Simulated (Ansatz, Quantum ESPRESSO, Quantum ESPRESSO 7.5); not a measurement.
**vacuum gap of 4.5 Å between two V(110) faces: ballistic transmission**

How well does the junction conduct in the ballistic limit? It is: vacuum gap of 4.5 Å between two V(110) faces.

Calculated with Quantum ESPRESSO 7.5; plane-wave DFT, PBE, GBRV ultrasoft pseudopotentials (cross-check by Ansatz 0.2.0 with PAW datasets).

## Step 1: Starting point

The cell holds 16 atoms: 16 V. Its edges and angles: a = 2.990 Å, b = 2.589 Å, c = 36.214 Å, α = 90.0°, β = 90.0°, γ = 54.7°. It derives from V. Regions: left lead, 8 atoms (8 V); right lead, 8 atoms (8 V). The structure is stacked along c, and the current runs across the ab planes.

This run has no spin polarisation, although V can carry a moment. A spin-polarised state was not tried and may lie lower.

## Step 2: SCF with pw.x

One periodic cell holds a stretch of lead, the junction and more lead; the atoms stay as built.

Contents of scf.in:

```
&control
  prefix = 'scf'
  outdir = './out'
  pseudo_dir = './pseudo'
  calculation = 'scf'
  tprnfor = .true.
/
&system
  ibrav = 0
  nat = 16
  ntyp = 1
  ecutwfc = 40
  ecutrho = 200
  occupations = 'smearing'
  smearing = 'mv'
  degauss = 0.01
/
&electrons
  conv_thr = 1e-07
  mixing_beta = 0.25
  electron_maxstep = 120
  mixing_mode = 'local-TF'
/
ATOMIC_SPECIES
  V   50.9415  v_pbe_v1.4.uspp.F.UPF
CELL_PARAMETERS angstrom
  2.99000000000000 0.00000000000000 0.00000000000000
  1.49500000000000 2.11424927574778 0.00000000000000
  0.00000000000000 0.00000000000000 36.21373913621666
ATOMIC_POSITIONS crystal
  V   0.000000000000 0.000000000000 0.000000000000
  V   0.500000000000 0.000000000000 0.058382517966
  V   0.000000000000 0.000000000000 0.116765035933
  V   0.500000000000 0.000000000000 0.175147553899
  V   0.000000000000 0.000000000000 0.233530071865
  V   0.500000000000 0.000000000000 0.291912589832
  V   0.000000000000 0.000000000000 0.350295107798
  V   0.500000000000 0.000000000000 0.408677625764
  V   0.000000000000 0.000000000000 0.532939856269
  V   0.500000000000 0.000000000000 0.591322374236
  V   0.000000000000 0.000000000000 0.649704892202
  V   0.500000000000 0.000000000000 0.708087410168
  V   0.000000000000 0.000000000000 0.766469928135
  V   0.500000000000 0.000000000000 0.824852446101
  V   0.000000000000 0.000000000000 0.883234964067
  V   0.500000000000 0.000000000000 0.941617482034
K_POINTS automatic
  10 11 1 0 0 0
```

The run is started by

```bash
$ OMP_NUM_THREADS=1 mpirun -n 4 pw.x -nk 4 -in scf.in > scf.out
```

The log of the run:

```text
Program PWSCF v.7.5 starts
[citation notice left out]

     Parallel version (MPI & OpenMP), running on       4 processor cores
     Number of MPI processes:                 4
     Threads/MPI process:                     1

     MPI processes distributed on     1 nodes
[...]
Current dimensions of program PWSCF are:
     Max number of different atomic species (ntypx) = 10
     Max number of k-points (npk) =  40000
     Max angular momentum in pseudopotentials (lmaxx) =  4
     Message from routine setup:
     using ibrav=0 with symmetry is DISCOURAGED, use correct ibrav instead

     K-points division:     npool     =       4
     Subspace diagonalization in iterative solution of the eigenvalue problem:
     a serial algorithm will be used

     G-vector sticks info
     --------------------
     sticks:   dense  smooth     PW     G-vecs:    dense   smooth      PW
     Sum         353     283     99                73393    52749   11243

     Using Slab Decomposition

     bravais-lattice index     =            0
     lattice parameter (alat)  =       5.6503  a.u.
     unit-cell volume          =    1544.8892 (a.u.)^3
     number of atoms/cell      =           16
     number of atomic types    =            1
     number of electrons       =       208.00
     number of Kohn-Sham states=          125
     kinetic-energy cutoff     =      40.0000  Ry
     charge density cutoff     =     200.0000  Ry
     scf convergence threshold =      1.0E-07
     mixing beta               =       0.2500
     number of iterations used =            8  local-TF  mixing
     Exchange-correlation=  SLA  PW   PBX  PBC
                           (   1   4   3   4   0   0   0)

     celldm(1)=   5.650281  celldm(2)=   0.000000  celldm(3)=   0.000000
     celldm(4)=   0.000000  celldm(5)=   0.000000  celldm(6)=   0.000000

     crystal axes: (cart. coord. in units of alat)
               a(1) = (   1.000000   0.000000   0.000000 )
               a(2) = (   0.500000   0.707107   0.000000 )
               a(3) = (   0.000000   0.000000  12.111618 )

     reciprocal axes: (cart. coord. in units 2 pi/alat)
               b(1) = (  1.000000 -0.707107  0.000000 )
               b(2) = (  0.000000  1.414214  0.000000 )
               b(3) = (  0.000000  0.000000  0.082565 )

     PseudoPot. # 1 for V  read from file:
     ./pseudo/v_pbe_v1.4.uspp.F.UPF
     Pseudo is Ultrasoft + core correction, Zval = 13.0
     Generated by new atomic code, or converted to UPF format
     Using radial grid of  853 points,  6 beta functions with:
                l(1) =   0
                l(2) =   0
                l(3) =   1
                l(4) =   1
                l(5) =   2
                l(6) =   2
     Q(r) pseudized with  8 coefficients,  rinner =    1.100   1.100   1.100
                                                       1.100   1.100

     atomic species   valence    mass     pseudopotential
     V                13.00    50.94150     V ( 1.00)

      4 Sym. Ops. (no inversion) found

   Cartesian axes

     site n.     atom                  positions (alat units)
         1        V      tau(   1) = (   0.0000000   0.0000000   0.0000000  )
         2        V      tau(   2) = (   0.5000000   0.0000000   0.7071068  )
         3        V      tau(   3) = (   0.0000000   0.0000000   1.4142136  )
         4        V      tau(   4) = (   0.5000000   0.0000000   2.1213203  )
         5        V      tau(   5) = (   0.0000000   0.0000000   2.8284271  )
         6        V      tau(   6) = (   0.5000000   0.0000000   3.5355339  )
         7        V      tau(   7) = (   0.0000000   0.0000000   4.2426407  )
         8        V      tau(   8) = (   0.5000000   0.0000000   4.9497475  )
         9        V      tau(   9) = (   0.0000000   0.0000000   6.4547642  )
        10        V      tau(  10) = (   0.5000000   0.0000000   7.1618710  )
        11        V      tau(  11) = (   0.0000000   0.0000000   7.8689778  )
        12        V      tau(  12) = (   0.5000000   0.0000000   8.5760845  )
        13        V      tau(  13) = (   0.0000000   0.0000000   9.2831913  )
        14        V      tau(  14) = (   0.5000000   0.0000000   9.9902981  )
        15        V      tau(  15) = (   0.0000000   0.0000000  10.6974049  )
        16        V      tau(  16) = (   0.5000000   0.0000000  11.4045117  )

     number of k points=    56  Marzari-Vanderbilt smearing, width (Ry)=  0.0100
                       cart. coord. in units 2pi/alat
        k(    1) = (   0.0000000   0.0000000   0.0000000), wk =   0.0181818
        k(    2) = (   0.0000000   0.1285649   0.0000000), wk =   0.0363636
        k(    3) = (   0.0000000   0.2571297   0.0000000), wk =   0.0363636
        k(    4) = (   0.0000000   0.3856946   0.0000000), wk =   0.0363636
        k(    5) = (   0.0000000   0.5142595   0.0000000), wk =   0.0363636
        k(    6) = (   0.0000000   0.6428243   0.0000000), wk =   0.0363636
        k(    7) = (   0.1000000  -0.0707107   0.0000000), wk =   0.0363636
        k(    8) = (   0.1000000   0.0578542   0.0000000), wk =   0.0363636
        k(    9) = (   0.1000000   0.1864191   0.0000000), wk =   0.0363636
        k(   10) = (   0.1000000   0.3149839   0.0000000), wk =   0.0363636
[...]
k(   56) = (  -0.5000000   0.9963777   0.0000000), wk =   0.0363636

     Dense  grid:    73393 G-vectors     FFT dimensions: (  25,  24, 320)

     Smooth grid:    52749 G-vectors     FFT dimensions: (  24,  20, 288)

     Estimated max dynamical RAM per process >     341.45 MB

     Estimated total dynamical RAM >       1.28 GB

     Check: negative core charge=   -0.000007

     Initial potential from superposition of free atoms

     starting charge     207.9804, renormalised to     208.0000

     negative rho (up, down):  1.096E-02 0.000E+00
     Starting wfcs are  160 randomized atomic wfcs

     total cpu time spent up to now is       11.3 secs

     per-process dynamical memory:   262.1 Mb

     Self-consistent Calculation

     iteration #  1     ecut=    40.00 Ry     beta= 0.25
     Davidson diagonalization with overlap
     ethr =  1.00E-02,  avg # of iterations =  2.8

     negative rho (up, down):  1.285E-02 0.000E+00

     total cpu time spent up to now is       40.5 secs

     total energy              =   -2321.15491074 Ry
     estimated scf accuracy    <      62.82919505 Ry

     iteration #  2     ecut=    40.00 Ry     beta= 0.25
[...]
negative rho (up, down):  1.488E-02 0.000E+00

[...]
total energy              =   -2321.10750794 Ry
[...]
-21.6019 -21.6017 -21.6012 -21.6009 -21.5849 -21.5798 -21.5745 -21.5568
     9.2021   9.3086   9.4703   9.7109   9.9673  10.3331  10.6526  11.0960
    11.4037  11.8232  12.0331  12.2891  12.3756  12.4558  12.4716  12.4781
    14.3797  14.5800  14.6011  14.6432  14.7064  14.7944  14.9021  15.0209
    15.1506  15.2730  15.2850  15.3002  15.3803  15.4029  15.4213  15.4525
    15.5495  15.5533  15.6619  15.6740  15.6829  15.7366  15.7452  15.7783
    15.7825  15.7888  15.7912  15.8202  15.8281  15.8285  15.9236  15.9258
    15.9516  16.0858  16.0913  16.1791  16.3708  16.4267  16.6217  16.9082
    16.9396  16.9718  17.0029  17.0390  17.0645

          k = 0.0000 0.2571 0.0000 (  6588 PWs)   bands (ev):

   -48.4034 -48.4034 -48.2067 -48.2065 -48.1943 -48.1838 -48.1673 -48.1484
   -48.1307 -48.1107 -48.0903 -48.0709 -48.0501 -48.0333 -48.0224 -48.0155
   -22.4706 -22.4703 -22.3738 -22.3405 -22.2936 -22.2383 -22.1758 -22.1057
   -22.0697 -22.0697 -22.0449 -22.0303 -22.0159 -21.9570 -21.9341 -21.9247
   -21.9092 -21.8971 -21.8915 -21.8690 -21.8595 -21.8547 -21.8495 -21.8394
   -21.8334 -21.8285 -21.8254 -21.8097 -21.7785 -21.7599 -21.7599 -21.7508
   -21.7476 -21.7475 -21.7462 -21.7439 -21.7407 -21.7385 -21.7187 -21.7155
   -21.6887 -21.6720 -21.6642 -21.6476 -21.6368 -21.6228 -21.5825 -21.5579
    10.1187  10.2169  10.3664  10.5853  10.8203  11.1465  11.4360  11.8227
    12.0998  12.4655  12.6551  12.8877  12.9466  12.9900  12.9975  13.0093
    14.4661  14.5779  14.5788  14.6166  14.6540  14.6936  14.8406  15.1204
    15.2846  15.3537  15.3650  15.3765  15.4014  15.4284  15.4626  15.5059
    15.5563  15.5980  15.6190  15.6258  15.6539  15.6798  15.6961  15.6976
    15.7188  15.7680  15.8008  15.8100  15.8166  15.8843  15.8976  15.9095
    16.0564  16.1847  16.2201  16.2253  16.2599  16.3237  16.4314  16.5555
    16.6763  16.6892  16.7005  16.7140  16.7394

          k = 0.0000 0.3857 0.0000 (  6676 PWs)   bands (ev):

   -48.3539 -48.3539 -48.1545 -48.1544 -48.1386 -48.1293 -48.1143 -48.0973
   -48.0816 -48.0633 -48.0446 -48.0269 -48.0077 -47.9923 -47.9824 -47.9762
   -22.4108 -22.4106 -22.2950 -22.2692 -22.2493 -22.2487 -22.2328 -22.1933
   -22.1603 -22.1603 -22.1528 -22.1196 -22.0984 -22.0821 -22.0804 -22.0765
   -22.0698 -22.0622 -22.0607 -22.0294 -22.0192 -22.0026 -22.0004 -22.0003
   -21.9836 -21.9600 -21.9291 -21.9251 -21.9224 -21.9199 -21.9194 -21.9154
   -21.8979 -21.8947 -21.8654 -21.8489 -21.8330 -21.8029 -21.7917 -21.7718
   -21.7462 -21.7333 -21.7288 -21.7175 -21.6746 -21.6223 -21.5827 -21.5594
    11.3130  11.3996  11.5322  11.7170  11.9166  12.1673  12.3909  12.6393
    12.8235  13.0066  13.1207  13.1569  13.1936  13.2080  13.2579  13.2711
    13.5991  13.6174  13.6773  13.8146  13.9384  14.1984  14.2485  14.6024
    14.6546  14.9424  14.9592  15.0132  15.0586  15.1298  15.2159  15.2795
    15.2930  15.3484  15.3821  15.4904  15.4988  15.7426  15.8373  15.9993
    16.2311  16.2488  16.3436  16.4202  16.4376  16.4794  16.5287  16.5452
    16.5703  16.5703  16.5839  16.6101  16.6103  16.6308  16.7174  16.8810
    16.9168  16.9275  16.9290  16.9923  17.0968

          k = 0.0000 0.5143 0.0000 (  6676 PWs)   bands (ev):

   -48.3082 -48.3082 -48.1067 -48.1067 -48.0866 -48.0786 -48.0651 -48.0499
   -48.0359 -48.0193 -48.0023 -47.9862 -47.9685 -47.9544 -47.9455 -47.9399
   -22.4624 -22.4624 -22.3447 -22.3445 -22.3165 -22.3142 -22.3060 -22.2949
   -22.2765 -22.2552 -22.2426 -22.2426 -22.2347 -22.2205 -22.2140 -22.1988
   -22.1936 -22.1756 -22.1754 -22.1157 -22.1119 -22.1107 -22.1049 -22.0873
   -22.0759 -22.0733 -22.0671 -22.0638 -22.0425 -22.0276 -22.0105 -21.9780
   -21.9739 -21.9442 -21.9144 -21.9106 -21.8793 -21.8516 -21.8472 -21.8206
   -21.8025 -21.7908 -21.7883 -21.7289 -21.6711 -21.6205 -21.5828 -21.5608
    12.1118  12.1925  12.3167  12.4813  12.6584  12.8021  12.8428  12.8512
    12.8632  12.8928  12.9288  12.9476  13.0048  13.0093  13.0557  13.1025
    13.1108  13.1661  13.1772  13.2285  13.3764  13.5585  13.7075  13.9420
    14.1345  14.4260  14.5688  14.6466  14.6625  14.7749  14.9560  14.9875
    15.1872  15.2330  15.4712  15.5423  15.7344  15.7893  16.0742  16.1469
    16.4889  16.5190  16.7939  16.8096  16.8992  16.9072  16.9329  17.0797
    17.0876  17.2693  17.2717  17.2812  17.4707  17.5345  17.5890  17.6411
    17.7299  17.7542  17.7939  17.8875  17.9183

          k = 0.0000 0.6428 0.0000 (  6626 PWs)   bands (ev):

   -48.2809 -48.2809 -48.0783 -48.0783 -48.0555 -48.0481 -48.0355 -48.0214
   -48.0086 -47.9930 -47.9770 -47.9618 -47.9450 -47.9317 -47.9234 -47.9182
   -22.5796 -22.5796 -22.4493 -22.4424 -22.4299 -22.4155 -22.3937 -22.3665
   -22.3388 -22.3148 -22.3128 -22.3066 -22.2911 -22.2911 -22.2783 -22.2498
   -22.2213 -22.1971 -22.1830 -22.1711 -22.1684 -22.1666 -22.1553 -22.1479
   -22.1371 -22.1162 -22.1145 -22.0910 -22.0735 -22.0584 -22.0252 -22.0245
   -21.9906 -21.9664 -21.9562 -21.9243 -21.9063 -21.8916 -21.8645 -21.8460
   -21.8443 -21.8340 -21.7825 -21.7247 -21.6685 -21.6194 -21.5829 -21.5617
    12.2656  12.3414  12.4585  12.4776  12.4810  12.5320  12.5379  12.6116
    12.6190  12.6322  12.7283  12.7669  12.7788  12.8596  12.9330  12.9556
    13.0012  13.0898  13.0930  13.1636  13.1728  13.1946  13.4247  13.7276
    14.0415  14.3576  14.4187  14.4389  14.5730  14.7625  14.7893  15.0047
    15.2306  15.3041  15.6390  15.6415  16.0264  16.1284  16.4337  16.5417
    16.8743  16.8918  16.9596  17.0371  17.0581  17.1699  17.2592  17.3025
    17.3156  17.3376  17.4086  17.5886  17.5995  17.7528  17.7650  17.8615
    17.9779  18.1844  18.2815  18.5015  18.5725

[...]
the Fermi energy is    15.4398 ev

!    total energy              =   -2321.06255115 Ry
     estimated scf accuracy    <       0.00000009 Ry
     smearing contrib. (-TS)   =       0.00268672 Ry
     internal energy E=F+TS    =   -2321.06523787 Ry

     The total energy is F=E-TS. E is the sum of the following terms:
     one-electron contribution =   -1970.50604079 Ry
     hartree contribution      =    1075.16788576 Ry
     xc contribution           =    -314.18200910 Ry
     ewald contribution        =   -1111.54507374 Ry

     convergence has been achieved in  18 iterations

     negative rho (up, down):  1.667E-02 0.000E+00

     Forces acting on atoms (cartesian axes, Ry/au):

     atom    1 type  1   force =     0.00000000    0.00000000    0.00011488
     atom    2 type  1   force =     0.00000000    0.00000000    0.00056666
     atom    3 type  1   force =     0.00000000    0.00000000   -0.00158397
     atom    4 type  1   force =     0.00000000    0.00000000    0.00075315
     atom    5 type  1   force =     0.00000000   -0.00000000    0.00074081
     atom    6 type  1   force =     0.00000000    0.00000000    0.00234108
     atom    7 type  1   force =     0.00000000    0.00000000    0.01004221
     atom    8 type  1   force =     0.00000000   -0.00000000    0.00049072
     atom    9 type  1   force =     0.00000000    0.00000000   -0.00048991
     atom   10 type  1   force =     0.00000000    0.00000000   -0.01003996
     atom   11 type  1   force =     0.00000000    0.00000000   -0.00234119
     atom   12 type  1   force =     0.00000000    0.00000000   -0.00074374
     atom   13 type  1   force =     0.00000000    0.00000000   -0.00075162
     atom   14 type  1   force =     0.00000000    0.00000000    0.00158400
     atom   15 type  1   force =     0.00000000   -0.00000000   -0.00056915
     atom   16 type  1   force =     0.00000000    0.00000000   -0.00011397

     Total force =     0.014866     Total SCF correction =     0.001508
     SCF correction compared to forces is large: reduce conv_thr to get better values

[...]
=------------------------------------------------------------------------------=
   JOB DONE.
=------------------------------------------------------------------------------=
```

Run time: 8.4 min. Hardware: 4 MPI ranks of Arm Neoverse V2, shared host; peak memory 1.5 GiB; 34 min of CPU time.

Read from the output:

| Quantity | Value |
| --- | --- |
| free energy | -31579.6648 eV |
| Fermi energy | 15.44 eV |

The program's own clock; routines nest. Time by routine:

```csv
routine,wall time (s),calls
PWSCF,505,1
electrons,488.9,1
c_bands,437.8,18
cegterg,394.1,252
h_psi,210.7,1054
fftw,130.6,176640
vloc_psi,119.1,1054
calbec,67.95,1362
sum_band,47.9,18
add_vuspsi,44.9,1054
s_psi,44.88,1054
h_psi:calbec,44.69,1054
cdiaghg,17.93,1040
init_run,11.22,1
```

The run needed 18 iterations to bring the estimated error under 1e-07 Ry; the largest force on any atom, held or free, is 0.26 eV/Å.

(Continued in part 2 of 3.)

[Logs are printed without paths, hosts, clocks, repeated set-up lines and the standing remarks that a program may print on its own settings, such as how far it seeks lower states.]

[Hosts, paths, dates, database ids (printed as entryN), source tags and the programs' standing remarks are cut or masked in the printed files.]

[Maps of the electrostatic potential energy from Ansatz leave out the sawtooth potential of an applied field or a dipole correction, so their vacuum need not be flat; planar profiles and work functions include it.]
